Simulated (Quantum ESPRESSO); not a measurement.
## Ca2Si (Fm-3m): phonon frequency against volume, with a fit

Aim: the Grüneisen parameter and the pressure coefficient of an optical mode of Ca2Si (Fm-3m).

Main program and level: Quantum ESPRESSO 7.5; DFT LDA, scalar-relativistic, plane waves, PseudoDojo norm-conserving pseudopotentials.

## (1) The relaxed structure

It takes space group Fm-3m (No. 225, cubic). Conventional cell: a = 6.999 Å, b = 6.999 Å, c = 6.999 Å, α = 90.00°, β = 90.00°, γ = 90.00°. Ca has 4 Si at 3.03 Å nearest. Nearest to Si lie 8 Ca at 3.03 Å. Farther neighbours are not listed.

This is the cell after its relaxation at this level of theory, not the database cell from which that began.

## (2) Runs at several volumes

The relaxed cell is scaled uniformly; in this structure symmetry fixes all atoms, so nothing has to be relaxed anew. Each volume gets a ground state and a response at Γ. The mode followed is the highest one without the macroscopic field, of symmetry T1u; longitudinal polar modes lie higher. Cutoff 79 Ry, k mesh 8×8×8.

From the response at V/V₀ = 0.94:

The log of the run:

```text
[banners, grids, parts of the stress and lines that vanish by symmetry left out]
Program PHONON v.7.5
     Reading xml data from directory:

[...]
Exchange-correlation= PW
                           (   1   4   0   0   0   0   0)
[...]
kinetic-energy cut-off    =      79.0000  Ry
     charge density cut-off    =     316.0000  Ry
     convergence threshold     =      1.0E-18
[...]
Exchange-correlation= PW
                           (   1   4   0   0   0   0   0)
[...]
q = (   0.0000000   0.0000000   0.0000000 )
     49 Sym.Ops. (with q -> -q+G )
     G cutoff = 1343.6413  (  51445 G-vectors)     FFT grid: ( 54, 54, 54)
     number of k points=    29
[...]
Mode symmetry, O_h (m-3m)  point group:
[...]
Dielectric constant
[...]
End of electric fields calculation
          Dielectric constant in cartesian axis
          (      19.474246096      -0.000000000      -0.000000000 )
          (      -0.000000000      19.474246096       0.000000000 )
          (      -0.000000000       0.000000000      19.474246096 )
          Effective charges (d Force / dE) in cartesian axis without acoustic sum rule applied (asr)
           atom    1  Ca    Mean Z*:        2.10113
      Ex  (        2.10113        0.00000       -0.00000 )
      Ey  (        0.00000        2.10113        0.00000 )
      Ez  (       -0.00000        0.00000        2.10113 )
           atom    2  Ca    Mean Z*:        2.10113
      Ex  (        2.10113        0.00000       -0.00000 )
      Ey  (        0.00000        2.10113        0.00000 )
      Ez  (       -0.00000        0.00000        2.10113 )
           atom    3  Si    Mean Z*:       -4.22998
      Ex  (       -4.22998        0.00000        0.00000 )
      Ey  (        0.00000       -4.22998       -0.00000 )
      Ez  (        0.00000       -0.00000       -4.22998 )
          Effective charges Sum: Mean:       -0.02772
[...]
Effective charges (d Force / dE) in cartesian axis with asr applied:
           atom    1  Ca    Mean Z*:        2.11037
[...]
atom    2  Ca    Mean Z*:        2.11037
[...]
atom    3  Si    Mean Z*:       -4.22074
[...]
Representation #   1 modes #   1   2   3
[...]
End of self-consistent calculation
     Convergence has been achieved
     Representation #   2 modes #   4   5   6
[...]
End of self-consistent calculation
     Convergence has been achieved
     Representation #   3 modes #   7   8   9
[...]
End of self-consistent calculation
     Convergence has been achieved
[...]
Dielectric constant in cartesian axis
          (      19.474246096      -0.000000000      -0.000000000 )
          (      -0.000000000      19.474246096       0.000000000 )
          (      -0.000000000       0.000000000      19.474246096 )
          Effective charges (d Force / dE) in cartesian axis without acoustic sum rule applied (asr)
           atom    1  Ca    Mean Z*:        2.10113
      Ex  (        2.10113        0.00000       -0.00000 )
      Ey  (        0.00000        2.10113        0.00000 )
      Ez  (       -0.00000        0.00000        2.10113 )
           atom    2  Ca    Mean Z*:        2.10113
      Ex  (        2.10113        0.00000       -0.00000 )
      Ey  (        0.00000        2.10113        0.00000 )
      Ez  (       -0.00000        0.00000        2.10113 )
           atom    3  Si    Mean Z*:       -4.22998
      Ex  (       -4.22998        0.00000        0.00000 )
      Ey  (        0.00000       -4.22998       -0.00000 )
      Ez  (        0.00000       -0.00000       -4.22998 )
          Effective charges Sum: Mean:       -0.02772
[...]
Effective charges (d Force / dE) in cartesian axis with asr applied:
           atom    1  Ca    Mean Z*:        2.11037
[...]
atom    2  Ca    Mean Z*:        2.11037
[...]
atom    3  Si    Mean Z*:       -4.22074
[...]
q = (    0.000000000   0.000000000   0.000000000 )
[...]
freq (    1) =      -0.061482 [THz] =      -2.050827 [cm-1]
     freq (    2) =      -0.061482 [THz] =      -2.050827 [cm-1]
     freq (    3) =      -0.061482 [THz] =      -2.050827 [cm-1]
     freq (    4) =       6.252419 [THz] =     208.558234 [cm-1]
     freq (    5) =       6.252419 [THz] =     208.558234 [cm-1]
     freq (    6) =       6.252419 [THz] =     208.558234 [cm-1]
     freq (    7) =       7.528837 [THz] =     251.134958 [cm-1]
     freq (    8) =       7.528837 [THz] =     251.134958 [cm-1]
     freq (    9) =       7.528837 [THz] =     251.134958 [cm-1]
[...]
Mode symmetry, O_h (m-3m)  point group:
     freq (   1-   3) =         -2.1  [cm-1]   --> T_1u G_15  G_4- I
     freq (   4-   6) =        208.6  [cm-1]   --> T_2g G_25' G_5+ R
     freq (   7-   9) =        251.1  [cm-1]   --> T_1u G_15  G_4- I

   JOB DONE.
```

One volume, V/V₀ = 1.03, is held back as a test.

```csv
V/V₀,volume (Å³/atom),pressure (GPa),ω (cm⁻¹)
0.94,26.857,2.92,251.13
0.97,27.714,1.35,239.61
1,28.571,0.00,228.40
1.03,29.428,-1.17,held back
1.06,30.285,-2.18,206.98
```

## (3) The fit

The mode Grüneisen parameter is γ = −d ln ω / d ln V.

| ln(V/V₀) | ln ω |
| --- | --- |
| -0.0619 | 5.5260 |
| -0.0305 | 5.4790 |
| 0.0000 | 5.4311 |
| 0.0583 | 5.3326 |

A straight line through these points has the slope -1.614, so γ = 1.61; at V/V₀ = 1.03 it predicts ω = exp(5.4284 − 0.0477) = 217.18 cm⁻¹.

A parabola of pressure against ln V through V/V₀ = 0.97, 1 and 1.03 gives the bulk modulus B = −dP/d ln V = 42 GPa at V₀. With ω₀ from the fitted line the pressure coefficient follows as dω/dP = γ ω₀ / B = 1.61 × 227.8 / 42 = 8.77 cm⁻¹/GPa.

## (4) The run that was held back

The log of the run:

```text
[banners, grids, parts of the stress and lines that vanish by symmetry left out]
[banner, memory and clock lines left out]
Program PHONON v.7.5

[...]
Exchange-correlation= PW
                           (   1   4   0   0   0   0   0)
[...]
kinetic-energy cut-off    =      79.0000  Ry
     charge density cut-off    =     316.0000  Ry
     convergence threshold     =      1.0E-18
[...]
Exchange-correlation= PW
                           (   1   4   0   0   0   0   0)
[...]
q = (   0.0000000   0.0000000   0.0000000 )
     49 Sym.Ops. (with q -> -q+G )
     G cutoff = 1428.0922  (  56833 G-vectors)     FFT grid: ( 54, 54, 54)
     number of k points=    29
[...]
Mode symmetry, O_h (m-3m)  point group:
[...]
Dielectric constant
[...]
End of electric fields calculation
          Dielectric constant in cartesian axis
          (      14.336116723       0.000000000      -0.000000000 )
          (       0.000000000      14.336116723      -0.000000000 )
          (       0.000000000      -0.000000000      14.336116723 )
          Effective charges (d Force / dE) in cartesian axis without acoustic sum rule applied (asr)
           atom    1  Ca    Mean Z*:        1.93604
      Ex  (        1.93604       -0.00000       -0.00000 )
      Ey  (       -0.00000        1.93604       -0.00000 )
      Ez  (       -0.00000        0.00000        1.93604 )
           atom    2  Ca    Mean Z*:        1.93604
      Ex  (        1.93604       -0.00000       -0.00000 )
      Ey  (        0.00000        1.93604       -0.00000 )
      Ez  (       -0.00000       -0.00000        1.93604 )
[...]
(       0.000000000      -0.000000000      14.336116723 )
          Effective charges (d Force / dE) in cartesian axis without acoustic sum rule applied (asr)
           atom    1  Ca    Mean Z*:        1.93604
      Ex  (        1.93604       -0.00000       -0.00000 )
      Ey  (       -0.00000        1.93604       -0.00000 )
      Ez  (       -0.00000        0.00000        1.93604 )
           atom    2  Ca    Mean Z*:        1.93604
      Ex  (        1.93604       -0.00000       -0.00000 )
      Ey  (        0.00000        1.93604       -0.00000 )
      Ez  (       -0.00000       -0.00000        1.93604 )
           atom    3  Si    Mean Z*:       -3.89145
      Ex  (       -3.89145        0.00000        0.00000 )
      Ey  (        0.00000       -3.89145        0.00000 )
      Ez  (        0.00000       -0.00000       -3.89145 )
          Effective charges Sum: Mean:       -0.01937
[...]
Effective charges (d Force / dE) in cartesian axis with asr applied:
           atom    1  Ca    Mean Z*:        1.94250
[...]
atom    2  Ca    Mean Z*:        1.94250
[...]
atom    3  Si    Mean Z*:       -3.88500
[...]
q = (    0.000000000   0.000000000   0.000000000 )
[...]
freq (    1) =      -0.051916 [THz] =      -1.731723 [cm-1]
     freq (    2) =      -0.051916 [THz] =      -1.731723 [cm-1]
     freq (    3) =      -0.051916 [THz] =      -1.731723 [cm-1]
     freq (    4) =       5.669997 [THz] =     189.130732 [cm-1]
     freq (    5) =       5.669997 [THz] =     189.130732 [cm-1]
     freq (    6) =       5.669997 [THz] =     189.130732 [cm-1]
     freq (    7) =       6.521245 [THz] =     217.525322 [cm-1]
     freq (    8) =       6.521245 [THz] =     217.525322 [cm-1]
     freq (    9) =       6.521245 [THz] =     217.525322 [cm-1]
[...]
Mode symmetry, O_h (m-3m)  point group:
     freq (   1-   3) =         -1.7  [cm-1]   --> T_1u G_15  G_4- I
     freq (   4-   6) =        189.1  [cm-1]   --> T_2g G_25' G_5+ R
     freq (   7-   9) =        217.5  [cm-1]   --> T_1u G_15  G_4- I
```

It gives 217.53 cm⁻¹ against the predicted 217.18 cm⁻¹, a miss of 0.4 cm⁻¹.

## (5) Outcome

| Property | Result |
| --- | --- |
| mode Grüneisen parameter | 1.614 |
| bulk modulus | 41.9 GPa |
| pressure coefficient | 8.77 cm⁻¹/GPa |

What this shows: The highest optical mode of Ca2Si (Fm-3m) without the LO-TO term stiffens by 8.77 cm⁻¹ a GPa near the relaxed volume, with γ = 1.61. The power law meets all 5 runs within 0.27 %; between neighbouring volumes γ runs from 1.49 to 1.73. Such a coefficient turns a measured shift of this mode into a hydrostatic stress; uniaxial or biaxial stress splits the mode and needs deformation potentials. These are harmonic values at zero temperature for the structure held cubic, which a run at Γ can't show to be stable; the bulk modulus rests on three points.

[Host names and launcher messages were left out of these logs when they were recorded.]

[Logs are printed without paths, hosts, clocks, repeated set-up lines and the standing remarks that a program may print on its own settings, such as how far it seeks lower states.]

[Hosts, paths, dates, database ids (printed as entryN), source tags and the programs' standing remarks are cut or masked in the printed files.]
